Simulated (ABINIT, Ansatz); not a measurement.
# How the form of the self-energy moves the gap of CsPbCl3 (Pm-3m)

How much does the gap of CsPbCl3 (Pm-3m) depend on the approximation to the self-energy?

Calculated with ABINIT 10.8.3; PBE and many-body steps on it, plane waves.

## 1. The structure

The structure is cubic, space group Pm-3m (No. 221). The conventional cell has a = 5.605 Å, b = 5.605 Å, c = 5.605 Å, α = 90.00°, β = 90.00°, γ = 90.00°. Nearest to Cs lie 12 Cl at 3.96 Å. Pb has 6 Cl at 2.80 Å nearest. Nearest to Cl lie 2 Pb at 2.80 Å and 4 Cs at 3.96 Å. Farther neighbours and most contacts between anions are not listed.

The cell and positions come from the Crystallography Open Database and are kept as given unless a step says otherwise. Spin-orbit coupling is left out unless a step names it.

## 2. Empty states on the mesh, 2×2×2 mesh, 605 bands

This step: ABINIT 10.8.3; DFT, PBE, plane waves, norm-conserving pseudopotentials.

The sums over transitions need many empty states on a uniform mesh; this step solves for them.

The input, run.abi:

```
acell 3*1.0 Angstrom
rprim 
  5.605000000000 0.000000000000 0.000000000000
  0.000000000000 5.605000000000 0.000000000000
  0.000000000000 0.000000000000 5.605000000000
ntypat 3
znucl 55 82 17
natom 5
typat 1 2 3 3 3
xred 
  0.000000000000 0.000000000000 0.000000000000
  0.500000000000 0.500000000000 0.500000000000
  0.500000000000 0.500000000000 0.000000000000
  0.000000000000 0.500000000000 0.500000000000
  0.500000000000 0.000000000000 0.500000000000
pp_dirpath "pseudos"
pseudos "Cs.upf, Pb.upf, Cl.upf"
ecut 32
ngkpt 2 2 2
nshiftk 1
shiftk 0 0 0
kptopt 1
chksymbreak 0
iscf -2
irdden 1
istwfk *1
nband 605
nbdbuf 54
tolwfr 1e-09
nstep 60
prtvol 0
indata_prefix "in"
outdata_prefix "out"
tmpdata_prefix "tmp"
```

Command:

```bash
> OMP_NUM_THREADS=1 mpirun -n 4 abinit run.abi > log
```

Numbers of over 12 decimals in the logs are rounded to 6 here.

Log:

```text
.Version 10.8.3 of ABINIT. v10.8.2 released Aug 2026.

 Symmetries : space group Pm -3 m (#221); Bravais cP (primitive cubic)
[... echo of the input left out ...]
== DATASET  1 ==================================================================
-   mpi_nproc: 4, omp_nthreads: 1 (-1 if OMP is not activated)

--- !DatasetInfo
iteration_state: {dtset: 1, }
dimensions: {natom: 5, nkpt: 4, mband: 605, nsppol: 1, nspinor: 1, nspden: 1, mpw: 10280, }
cutoff_energies: {ecut:  32.0, pawecutdg:  -1.0, }
[...]
4.44309    4.45206    4.45908    4.45909    4.45909    4.46335    4.48515    4.48528
   4.48538    4.50265    4.50319    4.50784    4.51625    4.51682    4.51710    4.51966
   4.52031    4.52253    4.54218    4.54479    4.54835
 prteigrs : prtvol=0 or 1, do not print more k-points.

== END DATASET(S) ==============================================================
================================================================================

 -outvars: echo values of variables after computation  --------
            nband         605
             nkpt           4
          spgroup         221
 [... the other variables as echoed above ...]

 Calculation completed.
```

Run time: 16 min. Hardware: 4 MPI ranks of Arm Neoverse N1, shared host; peak memory 0.99 GiB; 64 min of CPU time.

Numbers from this step:

```yaml
gap: 1.932 eV
k_of_the_valence_top: 0.5, 0.5, 0.5
k_of_the_conduction_bottom: 0.5, 0.5, 0.5
least_direct_gap: 1.932 eV
k_points_computed: 4
lowest_point_of_the_top_converged_band_above_the_valence_top: 111.6159 eV
```

On this mesh the gap is 1.932 eV.

The density comes from a self-consistent run that is not shown.

## 3. Screening, 2×2×2 mesh, 240 bands, screening to 141.5 eV

The RPA dielectric matrix is built and inverted for each q.

This step: RPA screening on PBE, plane waves, norm-conserving pseudopotentials.

run.abi: that of step 2 with these lines changed.

```diff
@@ -23,10 +23,11 @@
 chksymbreak 0
-iscf -2
-irdden 1
 istwfk *1
-nband 605
-nbdbuf 54
-tolwfr 1e-09
-nstep 60
-prtvol 0
+occopt 1
+irdwfk 1
+optdriver 3
+nband 240
+ecuteps 5.2
+inclvkb 2
+awtr 1
+symchi 1
 indata_prefix "in"
```

Log:

```text
.Version 10.8.3 of ABINIT. v10.8.2 released Aug 2026.

 Symmetries : space group Pm -3 m (#221); Bravais cP (primitive cubic)
[... echo of the input left out ...]
== DATASET  1 ==================================================================
-   mpi_nproc: 4, omp_nthreads: 1 (-1 if OMP is not activated)

--- !DatasetInfo
iteration_state: {dtset: 1, }
dimensions: {natom: 5, nkpt: 4, mband: 240, nsppol: 1, nspinor: 1, nspden: 1, mpw: 10280, }
cutoff_energies: {ecut:  32.0, pawecutdg:  -1.0, }
electrons: {nelect:   5.20000000E+01, charge:   0.00000000E+00, occopt:   1.00000000E+00, tsmear:   1.00000000E-02, }

 SCREENING: Calculation of the susceptibility and dielectric matrices

 Based on a program developped by R.W. Godby, V. Olevano, G. Onida, and L. Reining.
 Incorporated in ABINIT by V. Olevano, G.-M. Rignanese, and M. Torrent.
.Using double precision arithmetic ; gwpc =  8

[... cell and pseudopotentials left out ...]
--------------------------------------------------------------------------------

 ==== K-mesh for the wavefunctions ====
 Number of points in the irreducible wedge :     4
[... list of points left out ...]
 Together with 48 symmetry operations and time-reversal symmetry
 yields     8 points in the full Brillouin Zone.

 ==== Q-mesh for the screening function ====
 Number of points in the irreducible wedge :     4
[... list of points left out ...]
 Together with 48 symmetry operations and time-reversal symmetry
 yields     8 points in the full Brillouin Zone.

 setmesh: FFT mesh size selected  =    40x   40x   40
          total number of points  =        64000

 vcoul_init : cutoff-mode = AUXILIARY_FUNCTION
 q-points for optical limit:   1
     1)      0.000010    0.000020    0.000030

- screening: taking advantage of time-reversal symmetry
- Maximum band index for partially occupied states nbvw = 26
- Remaining bands to be divided among processors   nbcw = 214
- Number of bands treated by each node ~53

 Number of electrons calculated from density =   52.0000; Expected =   52.0000
 average of density, n =  0.043760
 r_s =    1.7604
 omega_plasma =   20.1788 [eV]

 calculating chi0 at frequencies [eV] :
  1    0.000000E+00    0.000000E+00
  2    0.000000E+00    2.017881E+01

--------------------------------------------------------------------------------
  q-point number  1        q = ( 0.000000, 0.000000, 0.000000) [r.l.u.]
--------------------------------------------------------------------------------
[... chi0 elements left out ...]
 For q-point:  0.000010 0.000020 0.000030
  dielectric constant =   7.2238
  dielectric constant without local fields =   8.2198

  Average fulfillment of the sum rule on Im[epsilon] for q-point    1 :     72.24  [%]
[... wings left out ...]
  q-point number  2        q = ( 0.500000, 0.000000, 0.000000) [r.l.u.]
--------------------------------------------------------------------------------
[... chi0 elements left out ...]
  Average fulfillment of the sum rule on Im[epsilon] for q-point    2 :     77.65  [%]

 [... 2 further q-points ...]
```

The job ended after 3.2 min (4 MPI ranks; peak memory 2.3 GiB; 13 min of CPU time).

This step gave:

```
ε∞ with local fields, on this mesh, along the program's q direction : 7.224
the same without local fields                                       : 8.220
plasma frequency                                                    : 20.18 eV
plane waves in the screening matrix                                 : 691
```

Local fields lower ε∞ by 12 %. On a Γ-centred mesh this coarse the value itself is usually too large, while a short band sum pulls it down.

## 4. G0W0, Godby-Needs plasmon pole

The self-energy is evaluated for the states that the input lists, and the levels follow from it, in one-shot runs by the linearised quasiparticle equation.

This step: G0W0 on PBE, plane waves, norm-conserving pseudopotentials.

run.abi: that of step 3 with these lines changed.

```diff
@@ -26,8 +26,17 @@
 irdwfk 1
-optdriver 3
+optdriver 4
 nband 240
+gwcalctyp 0
+ecutsigx 32
+symsigma 1
+nkptgw 2
+kptgw 
+  0.5000000000 0.5000000000 0.5000000000
+  0.0000000000 0.0000000000 0.0000000000
+bdgw 
+  23 29
+  24 29
 ecuteps 5.2
-inclvkb 2
-awtr 1
-symchi 1
+irdscr 1
+ppmodel 1
 indata_prefix "in"
```

Log:

```text
.Version 10.8.3 of ABINIT. v10.8.2 released Aug 2026.

 Symmetries : space group Pm -3 m (#221); Bravais cP (primitive cubic)
[... echo of the input left out ...]
== DATASET  1 ==================================================================
-   mpi_nproc: 4, omp_nthreads: 1 (-1 if OMP is not activated)

--- !DatasetInfo
iteration_state: {dtset: 1, }
dimensions: {natom: 5, nkpt: 4, mband: 240, nsppol: 1, nspinor: 1, nspden: 1, mpw: 10280, }
cutoff_energies: {ecut:  32.0, pawecutdg:  -1.0, }
electrons: {nelect:   5.20000000E+01, charge:   0.00000000E+00, occopt:   1.00000000E+00, tsmear:   1.00000000E-02, }

 SIGMA: Calculation of the GW corrections

 Based on a program developped by R.W. Godby, V. Olevano, G. Onida, and L. Reining.
 Incorporated in ABINIT by V. Olevano, G.-M. Rignanese, and M. Torrent.
.Using double precision arithmetic ; gwpc =  8

[... cell and pseudopotentials left out ...]
--------------------------------------------------------------------------------

 ==== K-mesh for the wavefunctions ====
 Number of points in the irreducible wedge :     4
[... list of points left out ...]
 Together with 48 symmetry operations and time-reversal symmetry
 yields     8 points in the full Brillouin Zone.

 ==== Q-mesh for screening function ====
 Number of points in the irreducible wedge :     4
[... list of points left out ...]
 Together with 48 symmetry operations and time-reversal symmetry
 yields     8 points in the full Brillouin Zone.

 vcoul_init : cutoff-mode = AUXILIARY_FUNCTION
 q-points for optical limit:   1
     1)      0.000010    0.000020    0.000030
 setmesh: FFT mesh size selected  =    54x   54x   54
          total number of points  =       157464

 Number of electrons calculated from density =   52.0000; Expected =   52.0000
 average of density, n =  0.043760
 r_s =    1.7604
 omega_plasma =   20.1788 [eV]

 === KS Band Gaps ===
  >>>> For spin  1
   Minimum direct gap =   1.9318 [eV], located at k-point      :   0.5000  0.5000  0.5000
   Fundamental gap    =   1.9318 [eV], Top of valence bands at :   0.5000  0.5000  0.5000
                                       Bottom of conduction at :   0.5000  0.5000  0.5000
 SIGMA fundamental parameters:
 PLASMON POLE MODEL  1
 number of plane-waves for SigmaX                10251
 number of plane-waves for SigmaC and W            691
 number of plane-waves for wavefunctions         10251
 number of bands                                   240
 number of independent spin polarizations            1
 number of spinorial components                      1
 number of k-points in IBZ                           4
 number of q-points in IBZ                           4
 number of symmetry operations                      48
 number of k-points in BZ                            8
 number of q-points in BZ                            8
 number of frequencies for dSigma/dE                 9
 frequency step for dSigma/dE [eV]                0.25
 number of omega for Sigma on real axis              0
 max omega for Sigma on real axis  [eV]           0.00
 zcut for avoiding poles [eV]                     0.10

 EPSILON^-1 parameters (SCR file):
 dimension of the eps^-1 matrix on file            691
 dimension of the eps^-1 matrix used               691
 number of plane-waves for wavefunctions         10251
 number of bands                                   240
 number of q-points in IBZ                           4
 number of frequencies                               2
 number of real frequencies                          1
 number of imag frequencies                          1

 matrix elements of self-energy operator (all in [eV])

 Perturbative Calculation

--- !SelfEnergy_ee
iteration_state: {dtset: 1, }
kpoint     : [   0.500,    0.500,    0.500, ]
spin       : 1
KS_gap     :    1.932
QP_gap     :    3.212
Delta_QP_KS:    1.280
data: !SigmaeeData |
     Band     E0 <VxcDFT>   SigX SigC(E0)      Z dSigC/dE  Sig(E)    E-E0       E
       23   0.573 -14.257 -18.504   2.908   0.772  -0.296 -15.290  -1.033  -0.460
       24   0.573 -14.257 -18.504   2.908   0.772  -0.296 -15.290  -1.033  -0.460
       25   0.573 -14.257 -18.504   2.908   0.772  -0.296 -15.290  -1.033  -0.460
       26   2.787 -15.725 -17.975   1.562   0.792  -0.263 -16.270  -0.545   2.243
       27   4.719 -10.379  -6.296  -3.188   0.821  -0.217  -9.644   0.736   5.455
       28   4.719 -10.379  -6.296  -3.188   0.821  -0.217  -9.644   0.736   5.455
[...]
--- !SelfEnergy_ee
iteration_state: {dtset: 1, }
kpoint     : [   0.000,    0.000,    0.000, ]
spin       : 1
KS_gap     :    5.879
QP_gap     :    7.175
Delta_QP_KS:    1.296
data: !SigmaeeData |
     Band     E0 <VxcDFT>   SigX SigC(E0)      Z dSigC/dE  Sig(E)    E-E0       E
[...]
27   6.131  -6.348  -2.686  -3.347   0.843  -0.187  -6.083   0.265   6.396
       28   7.070  -6.633  -2.878  -3.243   0.843  -0.186  -6.201   0.432   7.502
       29   7.070  -6.633  -2.878  -3.243   0.843  -0.186  -6.201   0.432   7.502

== END DATASET(S) ==============================================================
================================================================================

 -outvars: echo values of variables after computation  --------
           etotal      0.0000000000E+00
            nband         240
             nkpt           4
          spgroup         221
 [... the other variables as echoed above ...]

 Calculation completed.
```

Run time: 2.2 min. Hardware: 4 MPI ranks; peak memory 2.2 GiB; 8.8 min of CPU time.

Numbers from this step:

```yaml
g0w0_gap_on_the_points_computed: 3.212 eV
starting_gap_on_the_mesh: 1.932 eV
k_of_the_valence_top: 0.5, 0.5, 0.5
k_of_the_conduction_bottom: 0.5, 0.5, 0.5
z_at_the_valence_top: 0.792
z_at_the_conduction_bottom: 0.821
least_direct_g0w0_gap_on_the_computed_points: 3.212 eV
```

The gap on the mesh goes from 1.93 eV to 3.21 eV, a correction of +1.28 eV.

## 5. G0W0, von der Linden-Horsch plasmon pole

run.abi: that of step 4 with these lines changed.

```diff
@@ -40,3 +40,3 @@
 irdscr 1
-ppmodel 1
+ppmodel 3
 indata_prefix "in"
```

Log:

```text
.Version 10.8.3 of ABINIT. v10.8.2 released Aug 2026.

 Symmetries : space group Pm -3 m (#221); Bravais cP (primitive cubic)
[... echo of the input left out ...]
== DATASET  1 ==================================================================
-   mpi_nproc: 4, omp_nthreads: 1 (-1 if OMP is not activated)

--- !DatasetInfo
iteration_state: {dtset: 1, }
dimensions: {natom: 5, nkpt: 4, mband: 240, nsppol: 1, nspinor: 1, nspden: 1, mpw: 10280, }
cutoff_energies: {ecut:  32.0, pawecutdg:  -1.0, }
electrons: {nelect:   5.20000000E+01, charge:   0.00000000E+00, occopt:   1.00000000E+00, tsmear:   1.00000000E-02, }

 SIGMA: Calculation of the GW corrections

 Based on a program developped by R.W. Godby, V. Olevano, G. Onida, and L. Reining.
 Incorporated in ABINIT by V. Olevano, G.-M. Rignanese, and M. Torrent.
.Using double precision arithmetic ; gwpc =  8

[... cell and pseudopotentials left out ...]
--------------------------------------------------------------------------------

 ==== K-mesh for the wavefunctions ====
 Number of points in the irreducible wedge :     4
[... list of points left out ...]
 Together with 48 symmetry operations and time-reversal symmetry
 yields     8 points in the full Brillouin Zone.

 ==== Q-mesh for screening function ====
 Number of points in the irreducible wedge :     4
[... list of points left out ...]
 Together with 48 symmetry operations and time-reversal symmetry
 yields     8 points in the full Brillouin Zone.

 vcoul_init : cutoff-mode = AUXILIARY_FUNCTION
 q-points for optical limit:   1
     1)      0.000010    0.000020    0.000030
 setmesh: FFT mesh size selected  =    54x   54x   54
          total number of points  =       157464

 Number of electrons calculated from density =   52.0000; Expected =   52.0000
[...]
number of omega for Sigma on real axis              0
 max omega for Sigma on real axis  [eV]           0.00
 zcut for avoiding poles [eV]                     0.10

 EPSILON^-1 parameters (SCR file):
 dimension of the eps^-1 matrix on file            691
 dimension of the eps^-1 matrix used               691
 number of plane-waves for wavefunctions         10251
 number of bands                                   240
 number of q-points in IBZ                           4
 number of frequencies                               2
 number of real frequencies                          1
 number of imag frequencies                          1

 matrix elements of self-energy operator (all in [eV])

 Perturbative Calculation

--- !SelfEnergy_ee
iteration_state: {dtset: 1, }
kpoint     : [   0.500,    0.500,    0.500, ]
spin       : 1
KS_gap     :    1.932
QP_gap     :    3.246
Delta_QP_KS:    1.314
data: !SigmaeeData |
     Band     E0 <VxcDFT>   SigX SigC(E0)      Z dSigC/dE  Sig(E)    E-E0       E
       23   0.573 -14.257 -18.504   2.535   0.848  -0.179 -15.709  -1.452  -0.879
       24   0.573 -14.257 -18.504   2.535   0.848  -0.179 -15.709  -1.452  -0.879
       25   0.573 -14.257 -18.504   2.535   0.848  -0.179 -15.709  -1.452  -0.879
[...]
--- !SelfEnergy_ee
iteration_state: {dtset: 1, }
kpoint     : [   0.000,    0.000,    0.000, ]
spin       : 1
KS_gap     :    5.879
QP_gap     :    7.361
Delta_QP_KS:    1.482
data: !SigmaeeData |
     Band     E0 <VxcDFT>   SigX SigC(E0)      Z dSigC/dE  Sig(E)    E-E0       E
[...]
28   7.070  -6.633  -2.878  -3.503   0.897  -0.115  -6.406   0.226   7.297
       29   7.070  -6.633  -2.878  -3.503   0.897  -0.115  -6.406   0.226   7.297

== END DATASET(S) ==============================================================
================================================================================

 -outvars: echo values of variables after computation  --------
           etotal      0.0000000000E+00
            nband         240
             nkpt           4
          spgroup         221
 [... the other variables as echoed above ...]

 Calculation completed.
```

It took 65 s on 4 MPI ranks; peak memory 2 GiB; 4.3 min of CPU time.

This step gave:

* G0W0 gap on the points computed: 3.246 eV
* starting gap on the mesh: 1.932 eV
* k of the valence top: 0.5, 0.5, 0.5
* k of the conduction bottom: 0.5, 0.5, 0.5
* Z at the valence top: 0.855
* Z at the conduction bottom: 0.879
* least direct G0W0 gap on the computed points: 3.246 eV

Against G0W0 in ABINIT (2×2×2 mesh, 240 bands, screening to 141.5 eV, Godby-Needs plasmon pole), the gap moves by +0.034 eV.

## 6. G0W0, Engel-Farid plasmon pole

run.abi: that of step 5 with these lines changed.

```diff
@@ -40,3 +40,3 @@
 irdscr 1
-ppmodel 3
+ppmodel 4
 indata_prefix "in"
```

Log:

```text
.Version 10.8.3 of ABINIT. v10.8.2 released Aug 2026.

 Symmetries : space group Pm -3 m (#221); Bravais cP (primitive cubic)
[... echo of the input left out ...]
== DATASET  1 ==================================================================
-   mpi_nproc: 4, omp_nthreads: 1 (-1 if OMP is not activated)

--- !DatasetInfo
iteration_state: {dtset: 1, }
dimensions: {natom: 5, nkpt: 4, mband: 240, nsppol: 1, nspinor: 1, nspden: 1, mpw: 10280, }
cutoff_energies: {ecut:  32.0, pawecutdg:  -1.0, }
[...]
Band     E0 <VxcDFT>   SigX SigC(E0)      Z dSigC/dE  Sig(E)    E-E0       E
[...]
28   7.070  -6.633  -2.878  -3.298   0.840  -0.191  -6.249   0.384   7.454
       29   7.070  -6.633  -2.878  -3.298   0.840  -0.191  -6.249   0.384   7.454

== END DATASET(S) ==============================================================
================================================================================

 -outvars: echo values of variables after computation  --------
           etotal      0.0000000000E+00
            nband         240
             nkpt           4
          spgroup         221
 [... the other variables as echoed above ...]

 Calculation completed.
```

Run time: 59 s. Hardware: 4 MPI ranks; peak memory 2 GiB; 3.9 min of CPU time.

Numbers from this step:

```
G0W0 gap on the points computed              : 3.285 eV
starting gap on the mesh                     : 1.932 eV
k of the valence top                         : 0.5, 0.5, 0.5
k of the conduction bottom                   : 0.5, 0.5, 0.5
least direct G0W0 gap on the computed points : 3.285 eV
```

Against G0W0 in ABINIT (2×2×2 mesh, 240 bands, screening to 141.5 eV, Godby-Needs plasmon pole), the gap moves by +0.073 eV.

[end of part 1 of 2]

[Paths, hosts, dates, memory and timing lines, banners, echoed tables and standing remarks are left out of the program output.]

[Logs are printed without paths, hosts, clocks, repeated set-up lines and the standing remarks that a program may print on its own settings, such as how far it seeks lower states.]

[Runs of the session that timed out or met a known fault of the program may be left out.]

[Hosts, paths, dates, database ids (printed as entryN), source tags and the programs' standing remarks are cut or masked in the printed files.]

[G0W0 gaps are taken among the corrected bands and points alone; a level outside them can change the order at an edge.]

[Where Ansatz stands beside ABINIT at settings called matched, ABINIT's density can come from a denser mesh and the files from another edition; pairs whose starting gaps differed by over 0.03 eV were left out, so agreement reads better than it is.]
